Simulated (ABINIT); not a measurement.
# Quasiparticle gap of LiF (Griceite) in ABINIT

Aim: the G0W0 gap of LiF (Griceite) on PBE, step by step.

Main program and level: ABINIT 10.8.3; PBE and many-body steps on it, plane waves.

This is a report of a sequence of runs, with most program output left out.

## Step 1: Starting point

It takes space group Fm-3m (No. 225, cubic). The conventional cell has a = 4.028 Å, b = 4.028 Å, c = 4.028 Å, α = 90.00°, β = 90.00°, γ = 90.00°. Nearest to Li lie 6 F at 2.01 Å. F has 6 Li at 2.01 Å nearest. Farther neighbours and most contacts between anions are not listed.

The cell and positions come from the Crystallography Open Database and are kept as given unless a step says otherwise.

## Step 2: Ground state

This step: ABINIT 10.8.3; DFT, PBE, plane waves, norm-conserving pseudopotentials.

The ground-state density comes first.

run.abi

```
acell 3*1.0 Angstrom
rprim 
  -0.000000000000 2.014000000000 2.014000000000
  2.014000000000 -0.000000000000 2.014000000000
  2.014000000000 2.014000000000 -0.000000000000
ntypat 2
znucl 3 9
natom 2
typat 1 2
xred 
  0.000000000000 0.000000000000 0.000000000000
  0.500000000000 0.500000000000 0.500000000000
pp_dirpath "pseudos"
pseudos "Li.upf, F.upf"
ecut 36
ngkpt 8 8 8
nshiftk 1
shiftk 0 0 0
kptopt 1
chksymbreak 0
nband 10
occopt 1
tolvrs 1e-10
nstep 60
prtwf 0
optforces 0
optstress 0
indata_prefix "in"
outdata_prefix "out"
tmpdata_prefix "tmp"
```

Started as:

```sh
$ OMP_NUM_THREADS=1 mpirun -n 4 abinit run.abi > log
```

The job ended after 7.8 s (4 MPI ranks of Intel Xeon Platinum 8175M at 2.50GHz (Skylake/Cascade Lake), shared host; peak memory 0.28 GiB; 30 s of CPU time).

This step gave:

| Item | Value |
| --- | --- |
| total energy | -870.5130 eV |
| gap | 9.114 eV |
| k of the valence top | 0, 0, 0 |
| k of the conduction bottom | 0, 0, 0 |
| least direct gap | 9.114 eV |

The gap is direct, at Γ.

## Step 3: Bands along the symmetry lines

Levels along a band path, at the cheap level, show where the edges lie and whether the meshes to come will hold them.

run.abi

```
acell 3*1.0 Angstrom
rprim 
  -0.000000000000 2.014000000000 2.014000000000
  2.014000000000 -0.000000000000 2.014000000000
  2.014000000000 2.014000000000 -0.000000000000
ntypat 2
znucl 3 9
natom 2
typat 1 2
xred 
  0.000000000000 0.000000000000 0.000000000000
  0.500000000000 0.500000000000 0.500000000000
pp_dirpath "pseudos"
pseudos "Li.upf, F.upf"
ecut 36
iscf -2
irdden 1
kptopt 0
nkpt 50
kpt 
  0.00000000 0.00000000 0.00000000
  0.06250000 0.00000000 0.06250000
  0.12500000 0.00000000 0.12500000
  0.18750000 0.00000000 0.18750000
  0.25000000 0.00000000 0.25000000
  0.31250000 0.00000000 0.31250000
  0.37500000 0.00000000 0.37500000
  0.43750000 0.00000000 0.43750000
  0.50000000 0.00000000 0.50000000
  0.51562500 0.03125000 0.51562500
  0.53125000 0.06250000 0.53125000
  0.54687500 0.09375000 0.54687500
  0.56250000 0.12500000 0.56250000
  0.57812500 0.15625000 0.57812500
  0.59375000 0.18750000 0.59375000
  0.60937500 0.21875000 0.60937500
  0.62500000 0.25000000 0.62500000
  0.37500000 0.37500000 0.75000000
  0.32812500 0.32812500 0.65625000
  0.28125000 0.28125000 0.56250000
  0.23437500 0.23437500 0.46875000
  0.18750000 0.18750000 0.37500000
  0.14062500 0.14062500 0.28125000
  0.09375000 0.09375000 0.18750000
  0.04687500 0.04687500 0.09375000
  0.00000000 0.00000000 0.00000000
  0.06250000 0.06250000 0.06250000
  0.12500000 0.12500000 0.12500000
  0.18750000 0.18750000 0.18750000
  0.25000000 0.25000000 0.25000000
  0.31250000 0.31250000 0.31250000
  0.37500000 0.37500000 0.37500000
  0.43750000 0.43750000 0.43750000
  0.50000000 0.50000000 0.50000000
  0.50000000 0.46875000 0.53125000
  0.50000000 0.43750000 0.56250000
  0.50000000 0.40625000 0.59375000
  0.50000000 0.37500000 0.62500000
  0.50000000 0.34375000 0.65625000
  0.50000000 0.31250000 0.68750000
  0.50000000 0.28125000 0.71875000
  0.50000000 0.25000000 0.75000000
  0.50000000 0.21875000 0.71875000
  0.50000000 0.18750000 0.68750000
  0.50000000 0.15625000 0.65625000
  0.50000000 0.12500000 0.62500000
  0.50000000 0.09375000 0.59375000
  0.50000000 0.06250000 0.56250000
  0.50000000 0.03125000 0.53125000
  0.50000000 0.00000000 0.50000000
istwfk *1
nband 12
nbdbuf 2
tolwfr 1e-08
nstep 40
prtwf 0
prtvol 0
indata_prefix "in"
outdata_prefix "out"
tmpdata_prefix "tmp"
```

Elapsed: 6.1 s, on 4 MPI ranks; peak memory 0.27 GiB.

Numbers from this step:

```yaml
gap: 9.114 eV
k_of_the_valence_top: 0.0469, 0.0469, 0.0938
k_of_the_conduction_bottom: 0, 0, 0
least_direct_gap: 9.114 eV
```

The gap is 9.114 eV, −0.001 eV from the run before at this level.

The electronic bands at the labelled points (eV, zero at the top of the highest filled band; v1 is the highest filled band, c1 the lowest empty one):

```csv
point,v4,v3,v2,v1,c1,c2,c3,c4
Γ,-19.90,0.00,0.00,0.00,9.11,23.99,23.99,23.99
halfway,-19.59,-1.42,-0.51,-0.51,11.43,18.82,19.77,20.65
X,-19.20,-2.98,-0.99,-0.99,14.82,16.54,17.49,20.26
halfway,-19.21,-2.85,-1.17,-0.92,14.84,15.87,17.71,20.08
U,-19.24,-2.48,-1.55,-0.73,14.53,14.92,18.45,19.69
jump to K,-19.24,-2.48,-1.55,-0.73,14.53,14.92,18.45,19.69
halfway,-19.59,-1.49,-0.75,-0.09,11.11,17.01,19.96,20.21
Γ,-19.90,0.00,0.00,0.00,9.11,23.99,23.99,23.99
halfway,-19.69,-1.36,-0.12,-0.12,10.38,17.98,20.59,20.59
L,-19.46,-2.50,-0.23,-0.23,10.83,16.74,18.94,18.94
halfway,-19.35,-2.31,-1.22,-0.48,12.56,15.76,19.00,19.20
W,-19.23,-2.06,-2.06,-0.79,15.08,15.08,17.48,19.28
halfway,-19.21,-2.73,-1.32,-0.89,14.86,15.76,17.49,19.75
X,-19.20,-2.98,-0.99,-0.99,14.82,16.54,17.49,20.26
```

## Step 4: Empty states on the mesh, 6×6×6 mesh, 88 bands

The sums over transitions need many empty states on a uniform mesh; this step solves for them.

run.abi

```
acell 3*1.0 Angstrom
rprim 
  -0.000000000000 2.014000000000 2.014000000000
  2.014000000000 -0.000000000000 2.014000000000
  2.014000000000 2.014000000000 -0.000000000000
ntypat 2
znucl 3 9
natom 2
typat 1 2
xred 
  0.000000000000 0.000000000000 0.000000000000
  0.500000000000 0.500000000000 0.500000000000
pp_dirpath "pseudos"
pseudos "Li.upf, F.upf"
ecut 36
ngkpt 6 6 6
nshiftk 1
shiftk 0 0 0
kptopt 1
chksymbreak 0
irdden 1
istwfk *1
nband 88
prtvol 0
optdriver 6
gwr_task "HDIAGO"
paral_kgb 0
occopt 1
indata_prefix "in"
outdata_prefix "out"
tmpdata_prefix "tmp"
```

The job ended after 10 s (4 MPI ranks; peak memory 0.56 GiB).

Numbers from this step:

| Property | Result |
| --- | --- |
| gap | 9.115 eV |
| k of the valence top | 0, 0, 0 |
| k of the conduction bottom | 0, 0, 0 |
| least direct gap | 9.115 eV |
| k points computed | 16 |
| lowest point of the top converged band, above the valence top | 153.0877 eV |

On this mesh the gap is 9.115 eV.

## Step 5: Screening, 6×6×6 mesh, 80 bands, screening to 217.7 eV

The RPA dielectric matrix is built and inverted for each q.

This step: RPA screening on PBE, plane waves, norm-conserving pseudopotentials.

Changes to run.abi since step 4:

```diff
@@ -20,10 +20,11 @@
 chksymbreak 0
-irdden 1
 istwfk *1
-nband 88
-prtvol 0
-optdriver 6
-gwr_task "HDIAGO"
-paral_kgb 0
 occopt 1
+irdwfk 1
+optdriver 3
+nband 80
+ecuteps 8
+inclvkb 2
+awtr 1
+symchi 1
 indata_prefix "in"
```

Run time: 84 s. Hardware: 4 MPI ranks; peak memory 0.7 GiB; 5.6 min of CPU time.

Numbers from this step:

```yaml
eps_infinity_with_local_fields_on_this_mesh_along_the_program_s_q_direction: 1.968
the_same_without_local_fields: 2.077
plasma_frequency: 29.05 eV
plane_waves_in_the_screening_matrix: 113
```

Local fields lower ε∞ by 5 %.

## Step 6: Self-energy, 6×6×6 mesh, 80 bands, screening to 217.7 eV

The self-energy is evaluated for the states that the input lists, and the levels follow from it, in one-shot runs by the linearised quasiparticle equation.

This step: G0W0 on PBE, plane waves, norm-conserving pseudopotentials.

Changes to run.abi since step 5:

```diff
@@ -23,8 +23,15 @@
 irdwfk 1
-optdriver 3
+optdriver 4
 nband 80
+gwcalctyp 0
+ecutsigx 36
+symsigma 1
+nkptgw 1
+kptgw 
+  0.0000000000 0.0000000000 0.0000000000
+bdgw 
+  3 9
 ecuteps 8
-inclvkb 2
-awtr 1
-symchi 1
+irdscr 1
+ppmodel 1
 indata_prefix "in"
```

It took 6.6 s on 4 MPI ranks; peak memory 0.65 GiB; 25 s of CPU time.

Numbers from this step:

- G0W0 gap on the points computed: 13.32 eV
- starting gap on the mesh: 9.115 eV
- k of the valence top: 0, 0, 0
- k of the conduction bottom: 0, 0, 0
- Z at the valence top: 0.828
- Z at the conduction bottom: 0.892
- least direct G0W0 gap on the computed points: 13.32 eV

The gap on the mesh goes from 9.11 eV to 13.32 eV, a correction of +4.21 eV.

Limits: finite bands, cutoff and mesh. v1 is the top filled band, c1 the lowest empty one. Levels before and after the correction, in eV, zero at the valence-band top of each column:

```
           conduction bottom  valence top
Kohn-Sham               9.11         0.00
     G0W0              13.32         0.00
```

|  | level | energy (eV) |
| --- | --- | --- |
| Kohn-Sham | Γ v3-v1 | 0.000 |
| Kohn-Sham | Γ c1 | 9.115 |
| Kohn-Sham | Γ c2-c4 | 23.991 |
| G0W0 | Γ v3-v1 | 0.000 |
| G0W0 | Γ c1 | 13.324 |
| G0W0 | Γ c2-c4 | 29.127 |

## Step 7: Where the time went

Times are wall times on 4 MPI ranks of Intel Xeon Platinum 8175M at 2.50GHz (Skylake/Cascade Lake), shared host, good to a factor of about two.

```csv
step,time,share,memory (GiB)
ground state,7.8 s,7 %,0.28
bands along the symmetry lines,6.1 s,5 %,0.27
empty states on the mesh,10 s,9 %,0.56
screening,84 s,73 %,0.7
self-energy,6.6 s,6 %,0.65
```

## Step 8: Summary of results

| Property | Result |
| --- | --- |
| PBE gap | 9.11 eV, indirect (only 1 meV under the direct gap) |
| G0W0 gap on the mesh | 13.32 eV |
| GW settings | 6×6×6 mesh, 80 bands, screening to 217.7 eV, Godby-Needs plasmon pole |
| known limits | not at the basis limit |

G0W0 moves the gap on the mesh from 9.11 eV to 13.32 eV (+4.21 eV), with Z of 0.83 and 0.89 at the edges. Local fields lower the RPA ε∞ on this mesh from 2.08 to 1.97. Only 1 of the mesh's irreducible points was corrected, so a valley elsewhere could overtake. The dearest step here is «screening». Bands and cutoff are finite, so the gap is not at the basis limit. The miss can reach some tenths of an eV and take either sign; the mesh is an error of its own. In the G0W0 run levels were corrected at 1 k point alone, so a gap called «on the mesh» is the least over those, and an edge elsewhere would be missed.

[Paths, hosts, dates, memory and timing lines, banners, echoed tables and standing remarks are left out of the program output.]

[Logs are printed without paths, hosts, clocks, repeated set-up lines and the standing remarks that a program may print on its own settings, such as how far it seeks lower states.]

[Runs of the session that timed out or met a known fault of the program may be left out.]

[Hosts, paths, dates, database ids (printed as entryN), source tags and the programs' standing remarks are cut or masked in the printed files.]

[G0W0 gaps are taken among the corrected bands and points alone; a level outside them can change the order at an edge.]

[Where Ansatz stands beside ABINIT at settings called matched, ABINIT's density can come from a denser mesh and the files from another edition; pairs whose starting gaps differed by over 0.03 eV were left out, so agreement reads better than it is.]
